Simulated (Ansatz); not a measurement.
# Squeezing and shearing glassy 66SiO2-6Al2O3-14Na2O-14Li2O (mol %) (109 atoms): runs compared

How stiff is glassy 66SiO2-6Al2O3-14Na2O-14Li2O (mol %) (109 atoms), and how do its levels respond to strain?

Computed with Ansatz 0.2.0: Kohn-Sham DFT, r2SCAN, PAW (set soft_2), plane waves.

### Step 1. The cell as built

The cell holds 109 atoms: 23 Si, 4 Al, 10 Na, 10 Li and 62 O. Its edges and angles: a = 11.072 Å, b = 11.072 Å, c = 11.072 Å, α = 90.0°, β = 90.0°, γ = 90.0°. 109 atoms (23 Si, 4 Al, 10 Na, 10 Li, 62 O) placed at random at 2.41 g/cm³, melted at 4000 K for 10 ps at fixed volume with the Morse and Coulomb pair potential with partial charges (Pedone, Malavasi, Menziani, Cormack and Segre, J. Phys. Chem. B 110, 11780 (2006)). Quenched from 4000 K to 300 K at 50 K/ps and fixed volume, held 10 ps at zero pressure, then minimised at fixed cell.

Limits known from the start: The quench rate of 50 K/ps far exceeds what a furnace or splat quench reaches, so expect more defects and frozen-in strain than in a real sample. The starting topology of bonds comes from the classical model, and needn't be the one that DFT or experiment would give. Sampling is at Γ alone.

### Step 2. The reference run

The reference is a single point at the end of the relaxation.

Every strained cell starts from the geometry of this run, and its atoms are relaxed with the cell held.

Its input, with most atom lines left out:

```yaml
crystal:
  lattice:
    - [11.01338, -0.04889, -0.06192]
    - [-0.04889, 11.40338, -0.07253]
    - [-0.06192, -0.07253, 10.76511]
  atoms:
    - { symbol: Si, position: [0.01004, 0.4699, 0.185] }
    - { symbol: Si, position: [0.238, 0.33935, 0.27485] }
    - { symbol: Si, position: [0.60721, 0.15729, 0.06979] }
    - { symbol: Si, position: [0.6146, 0.44871, 0.47225] }
    - { symbol: Si, position: [0.24776, 0.70796, 0.37013] }
    - { symbol: Si, position: [0.97436, 0.88068, 0.90764] }
    - { symbol: Si, position: [0.33336, 0.83696, 0.62047] }
    [... atom lines 8 to 109 left out ...]
kpoints:
  mp_grid: { grid: [1, 1, 1] }
hamiltonian:
  xc: r2scan
scf:
  occupations: { method: fixed }
output:
  forces: true
  stress: true
  populations: true
  dos:
    method: { smearing: { sigma: 0.08 } }
    de: 0.1
    projected: { site_lists: { Al: [Al], Li: [Li], Na: [Na], O: [O], Si: [Si] } }
  eigenvalues: true
  write_density: true
  write_potential: true
  volumetric_format: npy
  elf: true
```

- free energy per atom: -634.7489 eV/atom
- r.m.s. force component: 0.00872 eV/Å
- pressure: -0.0144 GPa

Filled and empty levels are parted by 3.56 eV (at Γ alone); a semilocal functional tends to put such gaps too low. In a disordered cell it changes from sample to sample, and tail or defect levels can set it.

### Step 3. The runs

Each row is one run, on 4 threads of Arm Neoverse V1, shared host. The free energy is the program's total, comparable only between runs with the same functional, potentials and atoms.

```tsv
run	atoms	outcome	ionic steps, all passes	free energy (eV)	time	host memory (GiB)
Single point at the start	109	converged	-	-69181.965	46 s	3.5
Cell and atoms relaxed	109	converged	22	-69187.632	15 min	3.6
Single point at the relaxed geometry	109	converged	-	-69187.632	74 s	3.8
Volume -3 %	109	converged	13	-69187.526	9.8 min	3.7
Volume +3 %	109	converged	8	-69187.467	7.8 min	4.1
Volume -6 %	109	converged	14	-69187.000	11 min	3.7
Volume +6 %	109	converged	10	-69186.979	9.9 min	4.1
Volume -10 %	109	converged	30	-69185.769	23 min	3.4
Stretched by 1 % along x	109	converged	4	-69187.586	3.6 min	4.0
Compressed by 1 % along x	109	converged	4	-69187.582	3.3 min	3.7
Sheared by 2 % in xy	109	converged	17	-69187.679	15 min	3.8
```

In some runs the program notes that the SCF threshold is loose for the stress.

### Step 4. Pressure against volume

Atoms are relaxed at each volume, in the scaled cell.

```tsv
volume change (%)	volume (Å³/atom)	energy change (meV/atom)	pressure (GPa)	largest move on relaxing (Å)	bonds	gap (eV)
-10	11.162	17.09	4.68	0.87	202	4.30
-6	11.658	5.80	2.53	0.75	202	3.94
-3	12.030	0.97	1.53	1.12	198	3.67
+0	12.402	0.00	-0.01	-	194	3.56
+3	12.774	1.51	-1.35	0.27	190	3.43
+6	13.147	5.99	-2.56	0.63	185	3.35
```

### Step 5. Uniaxial strain and shear

Stress (GPa, compression positive) less that of the relaxed cell, atoms relaxed:

```tsv
strain	xx	yy	zz	xy	energy change (meV/atom)
stretched by 1 % along x	-1.158	-0.447	-0.411	0.042	0.42
compressed by 1 % along x	1.256	0.523	0.454	-0.038	0.46
sheared by 2 % in xy	0.063	-0.278	0.123	-0.611	-0.43
```

### Step 6. What came out

The bulk modulus, from the slope of pressure against ln V over the three points nearest the relaxed volume, is 48.0 GPa; between neighbouring points the slope runs 49, 32, 51, 45 and 42 GPa from the smallest volume up, without a steady fall, so no pressure derivative is given. The count of bonds runs from 185 to 202 over the series, so at some points contacts cross the cutoffs. At -10 %, -6 %, -3 % and +6 % some atom moved by over 0.5 Å on relaxing, so those points may sit in another local minimum. The curvature of the energy over the same three points gives 35.6 GPa instead, so stress and energy disagree and the modulus is uncertain by that much. The gap goes from 4.30 eV at the smallest volume to 3.35 eV at the largest, -5.8 eV per unit of ln V by a straight line, on the run's k-points. The cell sheared by 2 % in xy ends below the relaxed cell in energy, so the reference wasn't the lowest nearby minimum and the moduli are doubtful. In the Cartesian axes of the cell, finite differences give C11 = 121, C12 = 48.5, C13 = 43.3 and C66 = 30.6 GPa (the shear of 2 % is the engineering strain, εxy = 0.01).

**Limits.** Strains are finite and relaxations stop at the force tolerance of the input, which can leave moduli too stiff; they are those of a static cell at zero temperature. Volumes are changed with the cell's shape held, so in an anisotropic solid the modulus lies over the one under free hydrostatic load. The program notes that the SCF threshold of the relaxations is loose for the stress.

The DFT runs together took 1.7 h of wall time.

[Logs are printed without paths, hosts, clocks, repeated set-up lines and the standing remarks that a program may print on its own settings, such as how far it seeks lower states.]

[Hosts, paths, dates, database ids (printed as entryN), source tags and the programs' standing remarks are cut or masked in the printed files.]
